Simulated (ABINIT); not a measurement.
Planning a run of ABINIT 10.8.3 on Diamond (Fd-3m, 2 atoms a cell). The input:

```
acell 3*1.0 Angstrom
rprim 
  -0.000000000000 1.783370000000 1.783370000000
  1.783370000000 -0.000000000000 1.783370000000
  1.783370000000 1.783370000000 0.000000000000
ntypat 1
znucl 6
natom 2
typat 1 1
xred 
  0.000000000000 0.000000000000 -0.000000000000
  0.250000000000 0.250000000000 0.250000000000
pp_dirpath "pseudos"
pseudos "C.upf"
ecut 37
ngkpt 6 6 6
nshiftk 1
shiftk 0 0 0
kptopt 1
chksymbreak 0
istwfk *1
occopt 1
irdwfk 1
optdriver 4
nband 46
gwcalctyp 28
ecutsigx 37
symsigma 0
nkptgw 16
kptgw 
  0.0000000000 0.0000000000 0.0000000000
  0.1666666667 0.0000000000 0.0000000000
  0.3333333333 0.0000000000 0.0000000000
  0.5000000000 0.0000000000 0.0000000000
  0.1666666667 0.1666666667 0.0000000000
  0.3333333333 0.1666666667 0.0000000000
  0.5000000000 0.1666666667 0.0000000000
  -0.3333333333 0.1666666667 0.0000000000
  -0.1666666667 0.1666666667 0.0000000000
  0.3333333333 0.3333333333 0.0000000000
  0.5000000000 0.3333333333 0.0000000000
  -0.3333333333 0.3333333333 0.0000000000
  0.5000000000 0.5000000000 0.0000000000
  0.5000000000 0.3333333333 0.1666666667
  -0.3333333333 0.3333333333 0.1666666667
  -0.3333333333 0.5000000000 0.1666666667
bdgw 
  1 14
  1 14
  1 14
  1 14
  1 14
  1 14
  1 14
  1 14
  1 14
  1 14
  1 14
  1 14
  1 14
  1 14
  1 14
  1 14
ecuteps 9.7
irdscr 1
ppmodel 1
irdqps 1
rhoqpmix 0.3
indata_prefix "in"
outdata_prefix "out"
tmpdata_prefix "tmp"
```

```sh
OMP_NUM_THREADS=1 mpirun -n 4 abinit run.abi > log
```

Question: Estimate wall time and host memory on 4 MPI ranks of Arm Neoverse V1, shared host.

It took 2.4 min; on shared hardware allow 72 s to 4.8 min. Peak host memory was 0.91 GiB.

[Long decimals in the printed logs are rounded to 6 places.]

[Logs are printed without paths, hosts, clocks, repeated set-up lines and the standing remarks that a program may print on its own settings, such as how far it seeks lower states.]

[Paths, hosts, dates, memory and timing lines, banners, echoed tables and standing remarks are left out of the program output; an Ansatz launch command may be rebuilt from the run's recorded settings. Measured values are a selection of at most five: reports struck by readers or far from the other reports are left out. None is set beside runs whose start may be inverted or whose files or cutoffs have a known fault.]

[Runs of the session that timed out or met a known fault of the program may be left out.]

[Hosts, paths, dates, database ids (printed as entryN), source tags and the programs' standing remarks are cut or masked in the printed files.]

[G0W0 gaps are taken among the corrected bands and points alone; a level outside them can change the order at an edge.]

[Where Ansatz stands beside ABINIT at settings called matched, ABINIT's density can come from a denser mesh and the files from another edition; pairs whose starting gaps differed by over 0.03 eV were left out, so agreement reads better than it is.]
